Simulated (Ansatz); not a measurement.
# Meshes and cutoff for the phonons of SiC (Moissanite 3C, F-43m), part 3 of 3

How do the frequencies of SiC (Moissanite 3C, F-43m) move with q mesh, k mesh and cutoff?

Ansatz 0.2.0; DFT LDA, scalar-relativistic, plane waves, PAW; PAW set soft_1.

So far. Step 11 (Another k mesh, q mesh 2×2×2): The highest optical mode at the zone centre (no LO-TO term) is 797.8 cm⁻¹, +0.0 cm⁻¹ against the base run. Step 12 (Another k mesh, k-mesh 18×18×18, q mesh 2×2×2): The highest optical mode at the zone centre (no LO-TO term) is 797.8 cm⁻¹, +0.0 cm⁻¹ against the base run. The relaxed cell has a = 4.329 Å (conventional setting).

## (13) Side by side

Times are for 4 threads of Arm Neoverse V2, shared host. Results by setting:

```
no.    k-mesh  lowest mode on the q mesh (acoustic modes at Γ apart) (cm⁻¹)  highest frequency on the path or at a solved wavevector (cm⁻¹)   time  memory (GiB)
  1     8×8×8                                                         259.4                                                           973.4  5.3 s          0.48
  2  12×12×12                                                         259.5                                                           973.3   13 s          0.60
  3  18×18×18                                                         259.5                                                           973.3   28 s          0.91
```

The runs together. The phonon density of states by wavenumber; read off at these points; values in 1/cm⁻¹/cell:

```
wavenumber (cm⁻¹)    8×8×8  12×12×12  18×18×18
                5        0         0         0
               35   6.0e-5    6.0e-5    6.0e-5
               55   1.6e-4    1.6e-4    1.6e-4
               85   4.2e-4    4.2e-4    4.2e-4
              105   6.6e-4    6.6e-4    6.6e-4
              135  0.00114   0.00114   0.00114
              165  0.00182   0.00182   0.00182
              185  0.00244   0.00243   0.00243
              215   0.0037   0.00369   0.00369
              245  0.00588   0.00587   0.00587
              265  0.00918   0.00919   0.00919
              295  0.00974   0.00975   0.00975
              315   0.0101    0.0101    0.0101
              345   0.0106    0.0106    0.0106
              355   0.0108    0.0108    0.0108
              375   0.0079    0.0079    0.0079
              395  0.00561   0.00561   0.00561
              425   0.0057   0.00571   0.00571
              455  0.00589    0.0059    0.0059
              475  0.00432   0.00427   0.00427
              505  0.00291   0.00291   0.00291
              525  0.00414   0.00415   0.00416
              555   0.0116    0.0116    0.0116
              565   0.0118    0.0118    0.0118
              585  0.00621   0.00618   0.00617
              605  0.00329   0.00326   0.00326
              635   1.3e-4    1.2e-4    1.2e-4
              665        0         0         0
              685        0         0         0
              715        0         0         0
              735        0         0         0
              765   0.0243    0.0198    0.0195
              775   0.0948    0.0972    0.0973
              795  0.00835   0.00864   0.00867
              815   0.0206    0.0206    0.0206
              845  0.00822   0.00825   0.00825
              875  0.00491   0.00492   0.00492
              895  0.00396   0.00396   0.00396
              925  0.00285   0.00285   0.00285
              945   0.0021    0.0021    0.0021
              975   1.2e-4    1.1e-4    1.2e-4
```

The runs together, line C_V. Table of C_V by temperature; values in J/mol-atom/K:

```
temperature (K)  8×8×8  12×12×12 = 18×18×18
              0      0                    0
             50  0.327                0.326
            100   2.39                 2.39
            150   5.28                 5.28
            200   8.28                 8.28
            250   11.1                 11.1
            300   13.5                 13.5
            350   15.5                 15.5
            400   17.1                 17.0
            450   18.3                 18.3
            500   19.3                 19.3
            550   20.1                 20.1
            600   20.8                 20.8
            650   21.3                 21.3
            700   21.8                 21.8
            750   22.1                 22.1
            800   22.4                 22.4
            850   22.7                 22.7
            900   22.9                 22.9
            950   23.1                 23.1
           1000   23.3                 23.3
```

## (14) Another cutoff, cutoff 170 eV, q mesh 2×2×2

The cutoff is set to 170 eV on a small fixed q mesh.

The input, input.yaml:

```yaml
crystal:
  lattice:
    - [0.0, 2.1645341188, 2.1645341188]
    - [2.1645341188, 0.0, 2.1645341188]
    - [2.1645341188, 2.1645341188, 0.0]
  atoms:
    - { symbol: Si, position: [0.0, 0.0, 0.0] }
    - { symbol: C, position: [0.25, 0.25, 0.25] }
kpoints:
  mp_grid: { grid: [12, 12, 12] }
hamiltonian:
  xc: lda
  pseudopotentials: { kind: paw, azcp: { folder: soft_1 }, xc_functional: pbe }
scf:
  occupations: { method: fixed }
output:
  eigenvalues: true
phonons:
  method: dfpt
  qmesh: [2, 2, 2]
  temperatures: { t_max: 1000, t_step: 50 }
  qpath:
    path:
      - [[0.0, 0.0, 0.0], [-0.5, -0.5, 0.0], [-0.375, -0.375, 0.25]]
      - [[-0.375, 0.0, 0.375], [0.0, 0.0, 0.0], [0.0, 0.0, 0.5], [-0.5, -0.25, 0.25], [-0.5, -0.5, 0.0]]
    npoints: 10
basis:
  ecutwfc: 170
```

Run with:

```
> ansatz run input.yaml --threads 4 --pin off --max-ram 10240MiB --backend cpu --events-out ev --progress --plain --runs-dir out
```

Numbers of over 12 decimals in the logs are rounded to 6 here.

What it wrote:

```text
Warning: basis.ecutwfc = 170 eV is below the records' recommended 420 eV, and the density's cutoff is lower with it unless basis.ecutrho_ratio is high enough to keep the records' density cutoff: compare with a run at a higher cutoff
[...]
Crystal: 2 atoms, lattice volume = 20.283 Å³
Basis set: ecut = 170 eV, 113 PW (Γ), exchange–correlation on 30×30×30 points (8 copies of the dense FFT grid, shifted against one another)
Bands: 8, of which v1, the nominal top of the filled ones, is band 4 counted from 1 (3 counted from 0)
Symmetry: 24 space group operations
k-points: 72 of 1728 (time reversal used)
[...]
SCF iter   1: F=—  HF=-849.928748 eV  |F-HF|=—  |Δ(HF+E_count)|=         —  Δρ=1.14e-1  dr2=2.64e0  ethr=3.10e-3  ⟨swp⟩=4.6  Hψ=3808  notcnv=0  defer=47
[...]
SCF iter   8: F=-849.046026 eV  HF=-849.046026 eV  |F-HF|=1.36e-12  |Δ(HF+E_count)|=  6.91e-11  Δρ=2.12e-7  dr2=4.11e-12  ethr=1.00e-12  ⟨swp⟩=6.0  Hψ=2794  notcnv=0
SCF 1 converged in 8 iterations: F = -849.046026 eV  dr2 = 4.11e-12
[...]
k-points: 280 of 1728 (irreducible under 4 space group operations, time reversal used)
[...]
SCF iter   3: F=-849.046026 eV  HF=-849.046026 eV  |F-HF|=9.09e-13  |Δ(HF+E_count)|=  1.82e-12  Δρ=8.45e-8  dr2=1.15e-12  ethr=1.00e-12  ⟨swp⟩=1.0  Hψ=5600  notcnv=0
SCF 2 converged in 3 iterations: F = -849.046026 eV  dr2 = 1.15e-12
[...]
SCF converged after 8 iterations
Free energy (F): -849.046026 eV
[...]
Internal energy: -849.046026 eV  (E = F + TS)
E sigma→0 (E₀):  -849.046026 eV
Fermi energy:    9.771792 eV
[...]
--- Band table (eV; the first three rows and the last of 72) ---
[...]
ASR residual: 1.179e-4 → 0.000e0 eV/Å²; symmetrization residual: 9.953e-8 eV/Å²
  ASR residual per site (eV/Å²): 1.48e-5 1.18e-4
  Γ frequencies (cm⁻¹): 0.00 0.00 0.00 751.74 751.74 751.74
  Unit cell's response to a homogeneous field, on a k mesh of 12×12×12: 1 representative field direction (Σ response iterations 7)
  ε∞ (high-frequency dielectric tensor):
        7.534606     0.000000     0.000000
       -0.000000     7.534606     0.000000
        0.000000     0.000000     7.534606
  ε⁰ (static dielectric tensor): not given — the deck does not say what the cell's rigid motions are, and on a molecule in a box or a wire the rigid rotations would enter the sum over the modes at Γ. For a crystal or a slab, whose only rigid motions are the translations, set phonons.rigid_motions: translations.
  Born effective charges Z* (e; rows j = field, columns β = displacement):
    site 0:
         2.72422   -0.00000    0.00000
         0.00000    2.72422   -0.00000
         0.00000   -0.00000    2.72422
    site 1:
        -2.72422    0.00000   -0.00000
        -0.00000   -2.72422    0.00000
        -0.00000    0.00000   -2.72422
  Z* charge neutrality: 1.129e-6 e pre-enforcement
[...]
optical modes at Γ without the LO–TO term, one row a degenerate level:
      ω (cm⁻¹)  modes    IR ((D/Å)²/amu)
        751.74      3            61.0542
  optical modes at Γ + LO–TO along q̂ = [1.0000, 0.0000, 0.0000]:
      ω (cm⁻¹)  modes    IR ((D/Å)²/amu)
        751.74      2            40.7028
        921.49      1            20.3514
  optical modes at Γ + LO–TO along q̂ = [0.0000, 1.0000, 0.0000]:
      ω (cm⁻¹)  modes    IR ((D/Å)²/amu)
        751.74      2            40.7028
        921.49      1            20.3514
  optical modes at Γ + LO–TO along q̂ = [0.0000, 0.0000, 1.0000]:
      ω (cm⁻¹)  modes    IR ((D/Å)²/amu)
        751.74      2            40.7028
        921.49      1            20.3514
--- Phonons (arbitrary-q DFPT): 3 irreducible q on the 2×2×2 mesh ---
[...]
interpolated dispersion: 63 rows × 6 modes
[...]
```

Wall time 4.3 s (4 threads of Arm Neoverse V2, shared host); peak memory 0.47 GiB.

The run finished; it serves as a test, and its numbers are not taken as the result.

## (15) Another cutoff, cutoff 230 eV, q mesh 2×2×2

The cutoff is set to 230 eV on a small fixed q mesh.

input.yaml: that of step 14 with these lines changed.

```diff
@@ -27,2 +27,2 @@
 basis:
-  ecutwfc: 170
+  ecutwfc: 230
```

What it wrote:

```text
[...]
Crystal: 2 atoms, lattice volume = 20.283 Å³
Basis set: ecut = 230 eV, 169 PW (Γ), exchange–correlation on 32×32×32 points (8 copies of the dense FFT grid, shifted against one another)
Bands: 8, of which v1, the nominal top of the filled ones, is band 4 counted from 1 (3 counted from 0)
Symmetry: 24 space group operations
k-points: 72 of 1728 (time reversal used)
[...]
SCF iter   1: F=—  HF=-852.819170 eV  |F-HF|=—  |Δ(HF+E_count)|=         —  Δρ=1.31e-1  dr2=4.17e0  ethr=3.10e-3  ⟨swp⟩=4.6  Hψ=3951  notcnv=0  defer=41
[...]
SCF iter   9: F=-851.438216 eV  HF=-851.438216 eV  |F-HF|=1.14e-13  |Δ(HF+E_count)|=  2.84e-12  Δρ=2.18e-8  dr2=3.87e-14  ethr=1.00e-12  ⟨swp⟩=6.9  Hψ=3241  notcnv=0
SCF 1 converged in 9 iterations: F = -851.438216 eV  dr2 = 3.87e-14
[...]
k-points: 280 of 1728 (irreducible under 4 space group operations, time reversal used)
[...]
SCF iter   3: F=-851.438216 eV  HF=-851.438216 eV  |F-HF|=1.82e-12  |Δ(HF+E_count)|=  2.73e-12  Δρ=1.42e-7  dr2=2.86e-12  ethr=1.00e-12  ⟨swp⟩=1.0  Hψ=5600  notcnv=0
SCF 2 converged in 3 iterations: F = -851.438216 eV  dr2 = 2.86e-12
[...]
SCF converged after 9 iterations
Free energy (F): -851.438216 eV
[...]
Internal energy: -851.438216 eV  (E = F + TS)
E sigma→0 (E₀):  -851.438216 eV
Fermi energy:    9.522223 eV
[...]
--- Band table (eV; the first three rows and the last of 72) ---
[...]
ASR residual: 1.261e-5 → 0.000e0 eV/Å²; symmetrization residual: 4.475e-7 eV/Å²
  ASR residual per site (eV/Å²): 9.77e-7 1.26e-5
  Γ frequencies (cm⁻¹): 0.00 0.00 0.00 813.97 813.97 813.97
[...]
ε∞ (high-frequency dielectric tensor):
        7.021478     0.000000     0.000000
       -0.000000     7.021478     0.000000
       -0.000000    -0.000000     7.021478
[...]
Born effective charges Z* (e; rows j = field, columns β = displacement):
    site 0:
         2.71384   -0.00000    0.00000
         0.00000    2.71384    0.00000
         0.00000   -0.00000    2.71384
    site 1:
        -2.71384    0.00000   -0.00000
        -0.00000   -2.71384   -0.00000
        -0.00000    0.00000   -2.71384
  Z* charge neutrality: 9.807e-7 e pre-enforcement
[...]
optical modes at Γ without the LO–TO term, one row a degenerate level:
      ω (cm⁻¹)  modes    IR ((D/Å)²/amu)
        813.97      3            60.5896
  optical modes at Γ + LO–TO along q̂ = [1.0000, 0.0000, 0.0000]:
      ω (cm⁻¹)  modes    IR ((D/Å)²/amu)
        813.97      2            40.3930
        982.35      1            20.1965
  optical modes at Γ + LO–TO along q̂ = [0.0000, 1.0000, 0.0000]:
      ω (cm⁻¹)  modes    IR ((D/Å)²/amu)
        813.97      2            40.3930
        982.35      1            20.1965
  optical modes at Γ + LO–TO along q̂ = [0.0000, 0.0000, 1.0000]:
      ω (cm⁻¹)  modes    IR ((D/Å)²/amu)
        813.97      2            40.3930
        982.35      1            20.1965
--- Phonons (arbitrary-q DFPT): 3 irreducible q on the 2×2×2 mesh ---
[...]
interpolated dispersion: 63 rows × 6 modes
[...]
```

Run time: 5.4 s. Hardware: 4 threads; peak memory 0.51 GiB.

The run finished; it serves as a test, and its numbers are not taken as the result.

## (16) Another cutoff, cutoff 290 eV, q mesh 2×2×2

The cutoff is set to 290 eV on a small fixed q mesh.

input.yaml: that of step 15 with these lines changed.

```diff
@@ -27,2 +27,2 @@
 basis:
-  ecutwfc: 230
+  ecutwfc: 290
```

What it wrote:

```text
[...]
Crystal: 2 atoms, lattice volume = 20.283 Å³
Basis set: ecut = 290 eV, 259 PW (Γ), exchange–correlation on 36×36×36 points (8 copies of the dense FFT grid, shifted against one another)
Bands: 8, of which v1, the nominal top of the filled ones, is band 4 counted from 1 (3 counted from 0)
Symmetry: 24 space group operations
k-points: 72 of 1728 (time reversal used)
[...]
SCF iter   1: F=—  HF=-853.595795 eV  |F-HF|=—  |Δ(HF+E_count)|=         —  Δρ=1.39e-1  dr2=4.72e0  ethr=3.10e-3  ⟨swp⟩=4.6  Hψ=3981  notcnv=0  defer=69
[...]
SCF iter   8: F=-852.049013 eV  HF=-852.049013 eV  |F-HF|=5.68e-13  |Δ(HF+E_count)|=  1.33e-10  Δρ=1.50e-7  dr2=1.90e-12  ethr=1.00e-12  ⟨swp⟩=6.6  Hψ=4006  notcnv=0
SCF 1 converged in 8 iterations: F = -852.049013 eV  dr2 = 1.90e-12
[...]
k-points: 280 of 1728 (irreducible under 4 space group operations, time reversal used)
[...]
SCF iter   3: F=-852.049013 eV  HF=-852.049013 eV  |F-HF|=3.41e-13  |Δ(HF+E_count)|=  9.09e-13  Δρ=9.18e-8  dr2=1.08e-12  ethr=1.00e-12  ⟨swp⟩=1.0  Hψ=5600  notcnv=0
SCF 2 converged in 3 iterations: F = -852.049013 eV  dr2 = 1.08e-12
[...]
SCF converged after 8 iterations
Free energy (F): -852.049013 eV
[...]
Internal energy: -852.049013 eV  (E = F + TS)
E sigma→0 (E₀):  -852.049013 eV
Fermi energy:    9.494289 eV
[...]
--- Band table (eV; the first three rows and the last of 72) ---
[...]
ASR residual: 8.606e-5 → 0.000e0 eV/Å²; symmetrization residual: 1.615e-7 eV/Å²
  ASR residual per site (eV/Å²): 1.63e-5 8.61e-5
  Γ frequencies (cm⁻¹): 0.00 0.00 0.00 807.20 807.20 807.20
[...]
ε∞ (high-frequency dielectric tensor):
        6.929346     0.000000    -0.000000
       -0.000000     6.929346     0.000000
        0.000000     0.000000     6.929346
[...]
Born effective charges Z* (e; rows j = field, columns β = displacement):
    site 0:
         2.72033   -0.00000    0.00000
         0.00000    2.72033   -0.00000
         0.00000   -0.00000    2.72033
    site 1:
        -2.72033    0.00000   -0.00000
        -0.00000   -2.72033    0.00000
        -0.00000    0.00000   -2.72033
  Z* charge neutrality: 1.138e-6 e pre-enforcement
[...]
optical modes at Γ without the LO–TO term, one row a degenerate level:
      ω (cm⁻¹)  modes    IR ((D/Å)²/amu)
        807.20      3            60.8800
  optical modes at Γ + LO–TO along q̂ = [1.0000, 0.0000, 0.0000]:
      ω (cm⁻¹)  modes    IR ((D/Å)²/amu)
        807.20      2            40.5867
        979.56      1            20.2933
  optical modes at Γ + LO–TO along q̂ = [0.0000, 1.0000, 0.0000]:
      ω (cm⁻¹)  modes    IR ((D/Å)²/amu)
        807.20      2            40.5867
        979.56      1            20.2933
  optical modes at Γ + LO–TO along q̂ = [0.0000, 0.0000, 1.0000]:
      ω (cm⁻¹)  modes    IR ((D/Å)²/amu)
        807.20      2            40.5867
        979.56      1            20.2933
--- Phonons (arbitrary-q DFPT): 3 irreducible q on the 2×2×2 mesh ---
[...]
interpolated dispersion: 63 rows × 6 modes
[...]
```

The job ended after 5.6 s (4 threads; peak memory 0.47 GiB).

The run finished; it serves as a test, and its numbers are not taken as the result.

## (17) Another cutoff, cutoff 360 eV, q mesh 2×2×2

The cutoff is set to 360 eV on a small fixed q mesh.

input.yaml: that of step 16 with these lines changed.

```diff
@@ -27,2 +27,2 @@
 basis:
-  ecutwfc: 290
+  ecutwfc: 360
```

What it wrote:

```text
[...]
Crystal: 2 atoms, lattice volume = 20.283 Å³
Basis set: ecut = 360 eV, 331 PW (Γ), exchange–correlation on 40×40×40 points (8 copies of the dense FFT grid, shifted against one another)
Bands: 8, of which v1, the nominal top of the filled ones, is band 4 counted from 1 (3 counted from 0)
Symmetry: 24 space group operations
k-points: 72 of 1728 (time reversal used)
[...]
optical modes at Γ + LO–TO along q̂ = [0.0000, 1.0000, 0.0000]:
      ω (cm⁻¹)  modes    IR ((D/Å)²/amu)
        798.10      2            40.9272
        973.72      1            20.4636
  optical modes at Γ + LO–TO along q̂ = [0.0000, 0.0000, 1.0000]:
      ω (cm⁻¹)  modes    IR ((D/Å)²/amu)
        798.10      2            40.9272
        973.72      1            20.4636
--- Phonons (arbitrary-q DFPT): 3 irreducible q on the 2×2×2 mesh ---
[...]
interpolated dispersion: 63 rows × 6 modes
[...]
[key lines of the parts left out:]
SCF converged after 8 iterations
Free energy (F): -852.188385 eV
Fermi energy:    9.497244 eV
```

Elapsed: 6.7 s, on 4 threads; peak memory 0.49 GiB.

The highest optical mode at the zone centre (no LO-TO term) is 798.1 cm⁻¹, +0.3 cm⁻¹ against the base run.

## (18) Another cutoff, cutoff 550 eV, q mesh 2×2×2

The cutoff is set to 550 eV on a small fixed q mesh.

input.yaml: that of step 17 with these lines changed.

```diff
@@ -27,2 +27,2 @@
 basis:
-  ecutwfc: 360
+  ecutwfc: 550
```

What it wrote:

```text
[...]
Crystal: 2 atoms, lattice volume = 20.283 Å³
Basis set: ecut = 550 eV, 609 PW (Γ), exchange–correlation on 48×48×48 points (8 copies of the dense FFT grid, shifted against one another)
Bands: 8, of which v1, the nominal top of the filled ones, is band 4 counted from 1 (3 counted from 0)
Symmetry: 24 space group operations
k-points: 72 of 1728 (time reversal used)
[...]
optical modes at Γ + LO–TO along q̂ = [0.0000, 1.0000, 0.0000]:
      ω (cm⁻¹)  modes    IR ((D/Å)²/amu)
        797.66      2            40.9267
        973.37      1            20.4634
  optical modes at Γ + LO–TO along q̂ = [0.0000, 0.0000, 1.0000]:
      ω (cm⁻¹)  modes    IR ((D/Å)²/amu)
        797.66      2            40.9267
        973.37      1            20.4634
--- Phonons (arbitrary-q DFPT): 3 irreducible q on the 2×2×2 mesh ---
[...]
interpolated dispersion: 63 rows × 6 modes
[...]
[key lines of the parts left out:]
SCF converged after 8 iterations
Free energy (F): -852.207996 eV
Fermi energy:    9.498316 eV
```

The job ended after 11 s (4 threads; peak memory 0.58 GiB).

The highest optical mode at the zone centre (no LO-TO term) is 797.7 cm⁻¹, -0.1 cm⁻¹ against the base run.

## (19) Summary of results

| Quantity | Value |
| --- | --- |
| mean frequency, q mesh 2×2×2 | 594 cm⁻¹ |
| mean frequency, q mesh 3×3×3 | 597 cm⁻¹ |
| mean frequency, q mesh 6×6×6 | 598 cm⁻¹ |
| highest optical mode at the zone centre (no LO-TO term), k-mesh 4×4×4 | 800 cm⁻¹ |
| highest optical mode at the zone centre (no LO-TO term), k-mesh 6×6×6 | 798 cm⁻¹ |
| highest optical mode at the zone centre (no LO-TO term), k-mesh 8×8×8 | 798 cm⁻¹ |
| highest optical mode at the zone centre (no LO-TO term), k-mesh 12×12×12 | 798 cm⁻¹ |
| highest optical mode at the zone centre (no LO-TO term), k-mesh 18×18×18 | 798 cm⁻¹ |
| highest optical mode at the zone centre (no LO-TO term), cutoff 170 eV | 752 cm⁻¹ |
| highest optical mode at the zone centre (no LO-TO term), cutoff 230 eV | 814 cm⁻¹ |
| highest optical mode at the zone centre (no LO-TO term), cutoff 290 eV | 807 cm⁻¹ |
| highest optical mode at the zone centre (no LO-TO term), cutoff 360 eV | 798 cm⁻¹ |
| highest optical mode at the zone centre (no LO-TO term), cutoff 550 eV | 798 cm⁻¹ |

Over the whole q mesh series, coarse runs included, the mean frequency runs from 593.9 to 598.1 cm⁻¹; from 2×2×2 on it stays within 4.2 cm⁻¹ of the finest run (6×6×6), against a tolerance of 6.0. Over the whole k mesh series, coarse runs included, the lowest mode on the q mesh (acoustic modes at Γ apart) runs from 257.9 to 259.5 cm⁻¹; from 6×6×6 on all solved modes stay within 2.6 cm⁻¹ of the finest run (18×18×18), against a tolerance of 8.4. Over the whole cutoff series, coarse runs included, the lowest mode on the q mesh (acoustic modes at Γ apart) runs from 237.7 to 259.6 cm⁻¹; from 360 eV on all solved modes stay within 1.4 cm⁻¹ of the finest run (550 eV), against a tolerance of 8.4. All runs share the cell relaxed at the base settings, which is not exactly at rest under another k mesh or cutoff. The program warns that the interpolation holds no quadrupole term, so branches close to Γ can be off in this crystal. The PAW files were made for PBE and serve the other functionals too. These are harmonic frequencies at zero temperature: anharmonic shifts, linewidths and thermal expansion are left out.

[Logs are printed without paths, hosts, clocks, repeated set-up lines and the standing remarks that a program may print on its own settings, such as how far it seeks lower states.]

[Hosts, paths, dates, database ids (printed as entryN), source tags and the programs' standing remarks are cut or masked in the printed files.]
